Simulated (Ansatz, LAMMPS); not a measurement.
# Glassy 58ZnO-42GeO2 (mol %) (104 atoms) under strain

Aim: relax glassy 58ZnO-42GeO2 (mol %) (104 atoms), then change its volume to read the bulk modulus from the stress.

Main program and level: Ansatz 0.2.0; Kohn-Sham DFT, r2SCAN, PAW (set soft_1), plane waves.

### 1. The starting structure

The cell holds 104 atoms: 25 Zn, 18 Ge and 61 O. Cell: a = 11.250 Å, b = 11.250 Å, c = 11.250 Å, α = 90.0°, β = 90.0°, γ = 90.0°. 104 atoms (25 Zn, 18 Ge, 61 O) placed at random at 4.35 g/cm³, melted at 4000 K for 10 ps at fixed volume with the Morse and Coulomb pair potential with partial charges (Pedone, Malavasi, Menziani, Cormack and Segre, J. Phys. Chem. B 110, 11780 (2006)). Quenched from 4000 K to 300 K at 200 K/ps and fixed volume, held 10 ps at zero pressure.

What the set-up can't give: The quench rate of 200 K/ps is many orders above laboratory rates, so the cell is likely richer in defects and strain than a real sample. The starting topology of bonds comes from the classical model, and needn't be the one that DFT or experiment would give. The Brillouin zone is sampled at Γ only.

### 2. Single point at the start

A single point comes first, to see the forces before anything moves.

input.yaml reads:

```yaml
crystal:
  lattice:
    - [11.25025, 0.0, 0.0]
    - [0.0, 11.25025, 0.0]
    - [0.0, 0.0, 11.25025]
  atoms:
    - { symbol: Zn, position: [0.31684, 0.05296, 0.64188] }
    - { symbol: Zn, position: [0.32734, 0.58034, 0.85488] }
    - { symbol: Zn, position: [0.91063, 0.40519, 0.86831] }
    - { symbol: Zn, position: [0.76781, 0.26641, 0.4982] }
    - { symbol: Zn, position: [0.56004, 0.7602, 0.48774] }
    - { symbol: Zn, position: [0.40907, 0.61799, 0.29459] }
    - { symbol: Zn, position: [0.56484, 0.17987, 0.98514] }
    - { symbol: Zn, position: [0.98827, 0.34128, 0.10213] }
    - { symbol: Zn, position: [0.49417, 0.10568, 0.78427] }
    - { symbol: Zn, position: [0.22592, 0.69607, 0.47287] }
    - { symbol: Zn, position: [0.79137, 0.56273, 0.99781] }
    - { symbol: Zn, position: [0.69698, 0.70072, 0.77108] }
    - { symbol: Zn, position: [0.73043, 0.30789, 0.11543] }
    - { symbol: Zn, position: [0.7106, 0.40287, 0.70091] }
    - { symbol: Zn, position: [0.44704, 0.43326, 0.08635] }
    - { symbol: Zn, position: [0.19553, 0.80488, 0.72901] }
    - { symbol: Zn, position: [0.62194, 0.04302, 0.49193] }
    - { symbol: Zn, position: [0.54066, 0.69161, 0.03718] }
    - { symbol: Zn, position: [0.10042, 0.59281, 0.08946] }
    - { symbol: Zn, position: [0.7608, 0.13926, 0.76255] }
    - { symbol: Zn, position: [0.68497, 0.93392, 0.96388] }
    - { symbol: Zn, position: [0.02856, 0.81784, 0.27641] }
    - { symbol: Zn, position: [0.58404, 0.461, 0.88206] }
    - { symbol: Zn, position: [0.14995, 0.49321, 0.65759] }
    - { symbol: Zn, position: [0.87135, 0.9009, 0.1356] }
    - { symbol: Ge, position: [0.90311, 0.133, 0.30938] }
    - { symbol: Ge, position: [0.07016, 0.23926, 0.51396] }
    - { symbol: Ge, position: [0.72846, 0.67421, 0.24508] }
    - { symbol: Ge, position: [0.81958, 0.83807, 0.56687] }
    - { symbol: Ge, position: [0.26557, 0.25588, 0.21145] }
    - { symbol: Ge, position: [0.03713, 0.16895, 0.81977] }
    - { symbol: Ge, position: [0.41155, 0.3609, 0.65539] }
    - { symbol: Ge, position: [0.63744, 0.03957, 0.24176] }
    - { symbol: Ge, position: [0.49034, 0.35655, 0.3645] }
    - { symbol: Ge, position: [0.85654, 0.55256, 0.46783] }
    - { symbol: Ge, position: [0.39334, 0.92651, 0.3687] }
    - { symbol: Ge, position: [0.92391, 0.90209, 0.83249] }
    - { symbol: Ge, position: [0.48392, 0.81146, 0.7686] }
    - { symbol: Ge, position: [0.26585, 0.06737, 0.9786] }
    - { symbol: Ge, position: [0.04724, 0.64442, 0.86216] }
    - { symbol: Ge, position: [0.09006, 0.95618, 0.50968] }
    - { symbol: Ge, position: [0.12032, 0.46369, 0.33911] }
    - { symbol: Ge, position: [0.28221, 0.81704, 0.12298] }
    - { symbol: O, position: [0.84806, 0.41116, 0.03432] }
    - { symbol: O, position: [0.68409, 0.88579, 0.52519] }
    - { symbol: O, position: [0.73686, 0.54697, 0.82447] }
    - { symbol: O, position: [0.62712, 0.29215, 0.40052] }
    - { symbol: O, position: [0.12362, 0.83774, 0.4188] }
    - { symbol: O, position: [0.39161, 0.24606, 0.3045] }
    - { symbol: O, position: [0.36613, 0.02116, 0.47987] }
    - { symbol: O, position: [0.45813, 0.95184, 0.71796] }
    - { symbol: O, position: [0.35688, 0.7393, 0.78856] }
    - { symbol: O, position: [0.43837, 0.38978, 0.50464] }
    - { symbol: O, position: [0.39654, 0.72642, 0.13081] }
    - { symbol: O, position: [0.64596, 0.07176, 0.87974] }
    - { symbol: O, position: [0.85656, 0.7627, 0.23825] }
    - { symbol: O, position: [0.24156, 0.55958, 0.35284] }
    - { symbol: O, position: [0.68651, 0.63948, 0.10683] }
    - { symbol: O, position: [0.5316, 0.98466, 0.33148] }
    - { symbol: O, position: [0.54361, 0.39521, 0.72448] }
    - { symbol: O, position: [0.93433, 0.22712, 0.44093] }
    - { symbol: O, position: [0.17756, 0.61591, 0.93313] }
    - { symbol: O, position: [0.11045, 0.09948, 0.47096] }
    - { symbol: O, position: [0.7578, 0.07718, 0.33195] }
    - { symbol: O, position: [0.16103, 0.67121, 0.63809] }
    - { symbol: O, position: [0.15484, 0.30563, 0.3116] }
    - { symbol: O, position: [0.27304, 0.91478, 0.00914] }
    - { symbol: O, position: [0.86352, 0.90675, 0.96865] }
    - { symbol: O, position: [0.05152, 0.20876, 0.67389] }
    - { symbol: O, position: [0.17427, 0.93788, 0.62744] }
    - { symbol: O, position: [0.78966, 0.45396, 0.55868] }
    - { symbol: O, position: [0.99955, 0.52071, 0.41713] }
    - { symbol: O, position: [0.32027, 0.45645, 0.72553] }
    - { symbol: O, position: [0.1388, 0.37084, 0.53248] }
    - { symbol: O, position: [0.93223, 0.05377, 0.79984] }
    - { symbol: O, position: [0.15995, 0.09106, 0.87216] }
    - { symbol: O, position: [0.23974, 0.1429, 0.11478] }
    - { symbol: O, position: [0.58749, 0.34858, 0.01443] }
    [... 20 atom lines left out ...]
    - { symbol: O, position: [0.61719, 0.71844, 0.33298] }
    - { symbol: O, position: [0.89618, 0.22904, 0.19214] }
    - { symbol: O, position: [0.40322, 0.11817, 0.94066] }
    - { symbol: O, position: [0.80362, 0.29785, 0.78912] }
    - { symbol: O, position: [0.59169, 0.79427, 0.88164] }
    - { symbol: O, position: [0.46309, 0.54817, 0.95507] }
kpoints:
  mp_grid: { grid: [1, 1, 1] }
hamiltonian:
  xc: r2scan
  pseudopotentials: { kind: paw, azcp: { folder: soft_1 } }
scf:
  occupations: { method: fixed }
output:
  forces: true
```

Launch:

```console
$ ansatz run input.yaml --threads 4 --pin off --max-ram 8192MiB --backend cpu --events-out ev --progress --plain --runs-dir out
```

Numbers of over 12 decimals in the logs are rounded to 6 here.

The log of the run:

```text
[...]
Pseudopotentials: kind: paw
Pseudopotential: Zn, paw, valence charge 12, recommended cutoff 500 eV (meta_gga), soft_1/Zn.paw.azcp
Pseudopotential: Ge, paw, valence charge 14, recommended cutoff 500 eV (meta_gga), soft_1/Ge.paw.azcp
Pseudopotential: O, paw, valence charge 6, recommended cutoff 500 eV (meta_gga), soft_1/O.paw.azcp
[... 6 lines on functional and potentials left out ...]
Crystal: 104 atoms, lattice volume = 1423.923 Å³
Basis set: ecut = 500 eV, 36137 PW (Γ), exchange–correlation on 360×360×360 points (64 copies of the dense FFT grid, shifted against one another)
Bands: 563, of which v1, the nominal top of the filled ones, is band 459 counted from 1 (458 counted from 0)
Symmetry: 1 space group operations
Space group: P1 (ITA 1), of the structure as read, at distance tolerance 1.1e-4 Å
k-points: 1
[... 10 lines on functional and potentials left out ...]
Initial density: superposition of atomic densities (chi_scale 0.1, normalization cell, long waves 49 % of neutral atoms (reshape's long-wave potential 1.49 eV rms, cloud 1.88 Å wide))
Initial wavefunctions: pseudopotential atomic-orbital guess
[...]
SCF iter   1: F=—  HF=-195305.347031 eV  |F-HF|=—  |Δ(HF+E_count)|=         —  Δρ=1.14e-1  dr2=1.21e2  dr2_τ=7.39e0  ethr=3.10e-3  ⟨swp⟩=5.0  Hψ=1846  notcnv=0  defer=97
preconditioner: auto → Resta (q_TF=auto, 2.536 Å⁻¹)  ε∞=3.5  [insulator: Δε(μ)=1.543 eV  Ē_g=18.879 eV  n_scr=388 (ndim 8)  ℏωp=29.8 eV  f_vac=0.100  ε∞_Penn≈3.5]
[...]
SCF iter  13: F=—  HF=-195275.403206 eV  |F-HF|=—  |Δ(HF+E_count)|=   4.57e-7  Δρ=4.64e-6  dr2=2.33e-7  dr2_τ=1.39e-8  ethr=1.02e-10  ⟨swp⟩=2.0  Hψ=823  notcnv=0  defer=96
SCF iter  14: F=-195275.403206 eV  HF=-195275.403206 eV  |F-HF|=6.20e-9  |Δ(HF+E_count)|=   5.02e-8  Δρ=1.33e-6  dr2=2.91e-8  dr2_τ=1.41e-9  ethr=1.09e-11  ⟨swp⟩=4.0  Hψ=1703  notcnv=0
SCF 1 converged in 14 iterations: F = -195275.403206 eV  dr2 = 2.91e-8
[...]
SCF converged after 14 iterations
Free energy (F): -195275.403206 eV
Harris-Foulkes:  -195275.403206 eV  (|F-HF|=6.20e-9)
Internal energy: -195275.403206 eV  (E = F + TS)
E sigma→0 (E₀):  -195275.403206 eV
Fermi energy:    5.060036 eV
--- Per-component energies (eV) ---
[...]
Σ components = -195275.403206   (vs F -195275.403206, Δ=0.00e0)
--- Forces (eV/Å), atoms counted from 1 ---
  atom   1  Zn    -0.18354395    -0.39295485    -1.34399296
  atom   2  Zn     0.19998940    -0.44810455    -0.31816617
  atom   3  Zn     0.29160421    -0.37433166    -0.79550765
  atom   4  Zn    -1.09145459     0.62678263     0.24208107
[...]
atom 104  O     -0.13868370     1.24895398     0.81165653
  max |Σ_I F_I| component: 8.09e-5 eV/Å
```

The job ended after 86 s (4 threads of Arm Neoverse V1, shared host; peak memory 4.7 GiB).

The r.m.s. force at the start is 1.1 eV/Å.

### 3. Cell and atoms relaxed

Cell and atoms are freed together, to release stress as well as forces.

input.yaml reads:

```yaml
crystal:
  lattice:
    - [11.25025, 0.0, 0.0]
    - [0.0, 11.25025, 0.0]
    - [0.0, 0.0, 11.25025]
  atoms:
    [... the 104 atom lines of step 2 ...]
kpoints:
  mp_grid: { grid: [1, 1, 1] }
hamiltonian:
  xc: r2scan
  pseudopotentials: { kind: paw, azcp: { folder: soft_1 } }
scf:
  occupations: { method: fixed }
output:
  forces: true
relax:
  f_tol: 0.05
  max_steps: 150
  cell: {}
```

The log of the run:

```text
[...]
Crystal: 104 atoms, lattice volume = 1423.923 Å³
Basis set: ecut = 500 eV, 36137 PW (Γ), exchange–correlation on 360×360×360 points (64 copies of the dense FFT grid, shifted against one another)
Bands: 563, of which v1, the nominal top of the filled ones, is band 459 counted from 1 (458 counted from 0)
Symmetry: 1 space group operations
[...]
k-points: 1
[...]
SCF iter   1: F=—  HF=-195305.347031 eV  |F-HF|=—  |Δ(HF+E_count)|=         —  Δρ=1.14e-1  dr2=1.21e2  dr2_τ=7.39e0  ethr=3.10e-3  ⟨swp⟩=5.0  Hψ=1846  notcnv=0  defer=97
[...]
SCF iter  14: F=-195275.403206 eV  HF=-195275.403206 eV  |F-HF|=6.00e-9  |Δ(HF+E_count)|=   5.03e-8  Δρ=1.33e-6  dr2=2.91e-8  dr2_τ=1.41e-9  ethr=1.09e-11  ⟨swp⟩=4.0  Hψ=1703  notcnv=0
SCF 1 converged in 14 iterations: F = -195275.403206 eV  dr2 = 2.91e-8
[...]
relax step   1: F+E_penalty+E_count = -195275.40320624 eV  Δ(F+E_penalty+E_count) = +0.000e0 eV  max|allowed force component| = 3.934e0 eV/Å  Δτ_max = 0.0000 Å  P = +1.036 GPa  Ω = 1423.923 Å³  (14 SCF iters, dr2 threshold 1.00e-7 eV, accepted)
[... from here on, the SCF cycles and remarks between the steps are left out ...]
relax step   2: F+E_penalty+E_count = -195281.18339531 eV  Δ(F+E_penalty+E_count) = -5.780e0 eV  max|allowed force component| = 1.772e0 eV/Å  Δτ_max = 0.1566 Å  P = +0.337 GPa  Ω = 1405.043 Å³  energy of the carried Pulay correction = +1.526e-2 eV  (9 SCF iters, dr2 threshold 1.04e-5 eV, accepted)
relax step   3: F+E_penalty+E_count = -195284.10804258 eV  Δ(F+E_penalty+E_count) = -2.925e0 eV  max|allowed force component| = 5.020e-1 eV/Å  Δτ_max = 0.1983 Å  P = +0.103 GPa  Ω = 1380.795 Å³  energy of the carried Pulay correction = +3.515e-2 eV  (9 SCF iters, dr2 threshold 1.04e-5 eV, accepted)
relax step   4: F+E_penalty+E_count = -195284.78866324 eV  Δ(F+E_penalty+E_count) = -6.806e-1 eV  max|allowed force component| = 3.498e-1 eV/Å  Δτ_max = 0.2000 Å  P = +0.011 GPa  Ω = 1375.260 Å³  energy of the carried Pulay correction = +3.974e-2 eV  (9 SCF iters, dr2 threshold 1.04e-5 eV, accepted)
relax step   5: F+E_penalty+E_count = -195285.15169916 eV  Δ(F+E_penalty+E_count) = -3.630e-1 eV  max|allowed force component| = 1.803e-1 eV/Å  Δτ_max = 0.2000 Å  P = -0.045 GPa  Ω = 1369.955 Å³  energy of the carried Pulay correction = +4.416e-2 eV  (9 SCF iters, dr2 threshold 7.65e-6 eV, accepted)
relax step   6: F+E_penalty+E_count = -195285.28387928 eV  Δ(F+E_penalty+E_count) = -1.322e-1 eV  max|allowed force component| = 1.805e-1 eV/Å  Δτ_max = 0.2000 Å  P = -0.006 GPa  Ω = 1364.111 Å³  energy of the carried Pulay correction = +4.904e-2 eV  (9 SCF iters, dr2 threshold 2.03e-6 eV, accepted)
relax step   7: F+E_penalty+E_count = -195285.37789412 eV  Δ(F+E_penalty+E_count) = -9.401e-2 eV  max|allowed force component| = 1.723e-1 eV/Å  Δτ_max = 0.2000 Å  P = -0.023 GPa  Ω = 1358.912 Å³  energy of the carried Pulay correction = +5.341e-2 eV  (9 SCF iters, dr2 threshold 2.04e-6 eV, accepted)
relax step   8: F+E_penalty+E_count = -195285.38572609 eV  Δ(F+E_penalty+E_count) = -7.832e-3 eV  max|allowed force component| = 4.494e-1 eV/Å  Δτ_max = 0.1952 Å  P = +0.137 GPa  Ω = 1352.967 Å³  energy of the carried Pulay correction = +5.842e-2 eV  (9 SCF iters, dr2 threshold 1.86e-6 eV, accepted)
relax step   9: F+E_penalty+E_count = -195285.40844757 eV  Δ(F+E_penalty+E_count) = -2.272e-2 eV  max|allowed force component| = 2.203e-1 eV/Å  Δτ_max = 0.2000 Å  P = -0.035 GPa  Ω = 1358.753 Å³  energy of the carried Pulay correction = +5.354e-2 eV  (8 SCF iters, dr2 threshold 1.04e-5 eV, accepted)
relax step  10: F+E_penalty+E_count = -195285.43612970 eV  Δ(F+E_penalty+E_count) = -2.768e-2 eV  max|allowed force component| = 5.513e-2 eV/Å  Δτ_max = 0.1266 Å  P = +0.002 GPa  Ω = 1356.885 Å³  energy of the carried Pulay correction = +5.511e-2 eV  (8 SCF iters, dr2 threshold 3.03e-6 eV, accepted)
relax step  11: F+E_penalty+E_count = -195285.43967209 eV  Δ(F+E_penalty+E_count) = -3.542e-3 eV  max|allowed force component| = 2.821e-2 eV/Å  Δτ_max = 0.0448 Å  P = -0.010 GPa  Ω = 1357.037 Å³  energy of the carried Pulay correction = +5.498e-2 eV  (9 SCF iters, dr2 threshold 1.90e-7 eV, accepted)
relax step  12: F+E_penalty+E_count = -195285.38919701 eV  Δ(F+E_penalty+E_count) = +5.048e-2 eV  max|allowed force component| = 2.822e-2 eV/Å  Δτ_max = 0.0000 Å  P = -0.012 GPa  Ω = 1357.037 Å³  stress off target by 3.23e-2 GPa  SCF on the basis re-selected at this cell (its energy is not comparable with the rows above)  (8 SCF iters)
basis re-selected at this cell: Δ(F+E_penalty+E_count) = +5.048e-2 eV, ΔP = -0.003 GPa vs the last step (what re-selecting the basis moved, of the pressure what is left beyond the Pulay correction that the steps carried, after the strain that the cell walked since its last selection, [...]
SCF converged after 8 iterations
Free energy (F): -195285.389197 eV
[...]
Internal energy: -195285.389197 eV  (E = F + TS)
E sigma→0 (E₀):  -195285.389197 eV
Fermi energy:    5.482435 eV
[...]
--- Forces (eV/Å), atoms counted from 1 ---
  atom   1  Zn    -0.00123457    -0.00288119    -0.00101273
  atom   2  Zn    -0.00060090     0.00266756    -0.00365382
  atom   3  Zn     0.00002182    -0.00222606     0.00611171
  atom   4  Zn    -0.00214570    -0.00192099    -0.01020987
  atom   5  Zn    -0.00288062     0.00076893    -0.00203071
  atom   6  Zn     0.00053421    -0.00624111     0.00610279
  atom   7  Zn    -0.01134556    -0.00476424    -0.00423907
  atom   8  Zn     0.00871063     0.00354612    -0.00777310
  atom   9  Zn    -0.00932880     0.00150331     0.00799926
  atom  10  Zn    -0.00352491    -0.00926846    -0.01535008
  atom  11  Zn    -0.00196648    -0.00278820     0.00140201
  atom  12  Zn    -0.00469912     0.00295469     0.00305745
  atom  13  Zn    -0.00867206    -0.00607027     0.00762034
  atom  14  Zn    -0.01403936    -0.00107625     0.00365209
[...]
atom 103  O     -0.00603882    -0.00350303    -0.00323721
  atom 104  O      0.00463473    -0.00159149    -0.00220504
  max |Σ_I F_I| component: 1.44e-4 eV/Å
--- Stress (GPa, compression-positive) ---
       -0.022190      -0.012733       0.004556
       -0.012737      -0.016316      -0.006400
        0.004558      -0.006401       0.001576
  P = ⅓ Tr σ = -0.0123 GPa (-0.123 kbar)
--- Relaxed structure (11 steps of the walk, 11 accepted, 1 SCFs on fresh bases) ---
  F+E_penalty+E_count = -195285.38919701 eV   max|allowed force component| = 2.822e-2 eV/Å   (the final SCF, on the basis selected at the relaxed cell)
  cell:  # Å, volume = 1357.0366 Å³
    - [11.129744, -0.198125, 0.098285]
    - [-0.198125, 10.904958, -0.156256]
    - [0.098285, -0.156256, 11.187719]
  atoms:
    - { symbol: Zn, position: [0.318183, 0.053234, 0.649304] }
    - { symbol: Zn, position: [0.322939, 0.564929, 0.864788] }
    - { symbol: Zn, position: [0.927835, 0.380176, 0.856257] }
    - { symbol: Zn, position: [0.744292, 0.262548, 0.513127] }
[...]
- { symbol: O, position: [0.458224, 0.552922, 0.966973] }
```

It took 13 min on 4 threads; peak memory 4.8 GiB; 53 min of CPU time.

The relaxation converged after 11 steps, with a largest force component of 0.028 eV/Å.

### 4. Single point at the relaxed geometry

One more single point at the end of the walk gives the fuller output and checks the residual forces.

input.yaml reads:

```yaml
crystal:
  lattice:
    - [11.12974, -0.19813, 0.09829]
    - [-0.19813, 10.90496, -0.15626]
    - [0.09829, -0.15626, 11.18772]
  atoms:
    - { symbol: Zn, position: [0.31818, 0.05323, 0.6493] }
    - { symbol: Zn, position: [0.32294, 0.56493, 0.86479] }
    - { symbol: Zn, position: [0.92783, 0.38018, 0.85626] }
    - { symbol: Zn, position: [0.74429, 0.26255, 0.51313] }
    - { symbol: Zn, position: [0.5599, 0.75456, 0.49766] }
    - { symbol: Zn, position: [0.42122, 0.6175, 0.30172] }
    [... 92 atom lines left out ...]
    - { symbol: O, position: [0.59472, 0.6931, 0.33855] }
    - { symbol: O, position: [0.88564, 0.23833, 0.19272] }
    - { symbol: O, position: [0.41054, 0.14637, 0.93629] }
    - { symbol: O, position: [0.8418, 0.30487, 0.72941] }
    - { symbol: O, position: [0.5771, 0.80531, 0.89529] }
    - { symbol: O, position: [0.45822, 0.55292, 0.96697] }
kpoints:
  mp_grid: { grid: [1, 1, 1] }
hamiltonian:
  xc: r2scan
  pseudopotentials: { kind: paw, azcp: { folder: soft_1 } }
scf:
  occupations: { method: fixed }
output:
  forces: true
  stress: true
  populations: true
  dos:
    method: { smearing: { sigma: 0.1 } }
    de: 0.1
    projected: { site_lists: { Ge: [Ge], O: [O], Zn: [Zn] } }
  eigenvalues: true
  write_density: true
  write_potential: true
  volumetric_format: npy
  elf: true
```

The log of the run:

```text
[...]
Crystal: 104 atoms, lattice volume = 1357.036 Å³
Basis set: ecut = 500 eV, 34445 PW (Γ), exchange–correlation on 360×320×360 points (64 copies of the dense FFT grid, shifted against one another)
Bands: 563, of which v1, the nominal top of the filled ones, is band 459 counted from 1 (458 counted from 0)
Symmetry: 1 space group operations
[...]
k-points: 1
[...]
SCF iter   1: F=—  HF=-195315.604442 eV  |F-HF|=—  |Δ(HF+E_count)|=         —  Δρ=1.16e-1  dr2=1.20e2  dr2_τ=6.56e0  ethr=3.10e-3  ⟨swp⟩=5.0  Hψ=1959  notcnv=0  defer=97
[...]
SCF iter  14: F=-195285.389191 eV  HF=-195285.389191 eV  |F-HF|=8.73e-11  |Δ(HF+E_count)|=   1.73e-8  Δρ=1.34e-6  dr2=2.73e-8  dr2_τ=1.23e-9  ethr=1.09e-11  ⟨swp⟩=18.0  Hψ=4830  notcnv=0
SCF 1 converged in 14 iterations: F = -195285.389191 eV  dr2 = 2.73e-8
[...]
SCF converged after 14 iterations
Free energy (F): -195285.389191 eV
[...]
Internal energy: -195285.389191 eV  (E = F + TS)
E sigma→0 (E₀):  -195285.389191 eV
Fermi energy:    5.482441 eV
[...]
--- Forces (eV/Å), atoms counted from 1 ---
  atom   1  Zn     0.00005966    -0.00193305    -0.00045523
  atom   2  Zn    -0.00080880     0.00242768    -0.00454566
  atom   3  Zn     0.00039301    -0.00267366     0.00621922
  atom   4  Zn    -0.00196784    -0.00159394    -0.01036464
  atom   5  Zn    -0.00287270     0.00049945    -0.00316700
  atom   6  Zn     0.00037175    -0.00626448     0.00636580
  atom   7  Zn    -0.01077306    -0.00399105    -0.00354084
  atom   8  Zn     0.00909296     0.00347134    -0.00783501
  atom   9  Zn    -0.00918579     0.00133982     0.00806484
  atom  10  Zn    -0.00353208    -0.00882326    -0.01526396
  atom  11  Zn    -0.00200061    -0.00233729     0.00205690
  atom  12  Zn    -0.00498940     0.00338449     0.00284171
  atom  13  Zn    -0.00866049    -0.00599630     0.00753434
  atom  14  Zn    -0.01375028    -0.00145386     0.00229202
[...]
atom 103  O     -0.00603772    -0.00429343    -0.00336015
  atom 104  O      0.00560144    -0.00168866    -0.00158851
  max |Σ_I F_I| component: 1.97e-4 eV/Å
--- Stress (GPa, compression-positive) ---
       -0.021152      -0.012730       0.004078
       -0.012733      -0.016709      -0.006039
        0.004080      -0.006040       0.001886
  P = ⅓ Tr σ = -0.0120 GPa (-0.120 kbar)
--- Band table (eV) ---
[...]
--- Löwdin populations: 104 sites ---
  site symbol       q [e]
     0     Zn     10.4492
     1     Zn     10.4613
     2     Zn     10.4865
[...]
103      O      7.3163
  spilling = 0.007402 (of n_electrons = 918.000000)
```

Elapsed: 1.8 min, on 4 threads; peak memory 4.5 GiB.

Read from the output:

| Quantity | Value |
| --- | --- |
| free energy | -195285.3892 eV |
| free energy per atom | -1877.7441 eV/atom |
| SCF cycles | 14 |
| pressure | -0.01199 GPa |
| r.m.s. force component | 0.00753 eV/Å |
| longest force | 0.03832 eV/Å |
| Fermi energy | 5.482 eV |
| gap (highest filled to lowest empty level) | 1.771 eV |
| spilling of the projection | 0.007402 |

[end of part 1 of 2]

[Logs are printed without paths, hosts, clocks, repeated set-up lines and the standing remarks that a program may print on its own settings, such as how far it seeks lower states.]

[Hosts, paths, dates, database ids (printed as entryN), source tags and the programs' standing remarks are cut or masked in the printed files.]
